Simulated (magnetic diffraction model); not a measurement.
# CeBe16Al12 below its ordering temperature

Space group I-43m (no. 217), a = 8.9550 Å.

| site | atom | x | y | z |
| --- | --- | --- | --- | --- |
| 2a | Ce | 0 | 0 | 0 |
| 24g | Al | 0.2806 | 0.0912 | 0.9088 |
| 24g | Be | 0.5384 | 0.1396 | 0.8604 |
| 8c | Be | 0.3200 | 0.6800 | 0.3200 |

This is a made-up structure (elements placed in a structure type, unrelaxed), so the numbers test the method and describe no known phase.

Only Ce is taken to order (form factors of Ce3+); orders and moment sizes are assumed, and not adapted to the symmetry. Radiation: neutrons of λ = 2.52 Å, 8° to 70°; isotropic B of 0.22 Å² (Ce), 0.38 Å² (Al) and 0.49 Å² (Be). Simulated constant-wavelength pattern: nuclear and magnetic terms add, the magnetic one as |2.695 fm × Σ f S⊥ exp(2πi Q·r) exp(−B s²)|², summed over all Q at one angle with the factor 1/(sin²θ cos θ). For collinear order S is the moment m, which repeats by lattice and centring translations R with the sign exp(−2πi k·R). Free-ion form factors, Sears's scattering lengths of 1992, no absorption; a label names one of the reflections at its angle. The strongest nuclear line in the range is 100, and lines under 0.2 are left out.

Above the ordering temperature:

```csv
2θ (°),index,I
22.95,(1 1 0),58.6
40.32,(2 1 1),72.9
52.84,(3 1 0),19.1
58.34,(2 2 2),18.3
63.53,(3 2 1),7.7
68.50,(4 0 0),100.0
```

Below it (cell unchanged):

```csv
2θ (°),I
16.18,8.7
22.95,58.6
28.21,3.7
36.68,6.5
40.32,72.9
49.94,4.3
52.84,19.1
55.64,2.7
58.34,18.3
60.97,2.2
63.53,7.7
68.50,100.0
```

**Question.** Find the propagation vector, then choose among these models:
A. collinear moments along [010], 1.8 μB on Ce
B. collinear moments along [001], 1.8 μB on Ce
C. collinear moments along [110], 1.8 μB on Ce

The new lines index as (1 0 0) at 16.18°, (1 1 1) at 28.21°, (2 1 0) at 36.68° and (3 0 0) at 49.94°, that is as H ± k with k = (0 1 0). The indices are whole but break the lattice centring, so the moments reverse under a centring translation, those with k·t a half-integer.

Magnetic intensity, observed (below minus above) and for each model:

| 2θ (°) | index | observed | A | B | C |
| --- | --- | --- | --- | --- | --- |
| 16.18 | (1 0 0) | 8.7 | 8.7 | 8.7 | 8.7 |
| 28.21 | (1 1 1) | 3.7 | 3.7 | 3.7 | 3.7 |
| 36.68 | (2 1 0) | 6.5 | 6.5 | 6.5 | 6.5 |
| 49.94 | (3 0 0) | 4.3 | 4.3 | 4.3 | 4.3 |
| 55.64 | (3 1 1) | 2.7 | 2.7 | 2.7 | 2.7 |
| 60.97 | (3 2 0) | 2.2 | 2.2 | 2.2 | 2.2 |

Models A, B and C match alike on every line, so these data can't choose among them (such ties are often domains of one structure): a powder sees only the angle between collinear moments and the unique axis of a uniaxial spin configuration, and no direction at all where the configuration is cubic.

The structure used: k = (0 1 0), collinear moments along [110], 1.8 μB on Ce.

[Logs are printed without paths, hosts, clocks, repeated set-up lines and the standing remarks that a program may print on its own settings, such as how far it seeks lower states.]
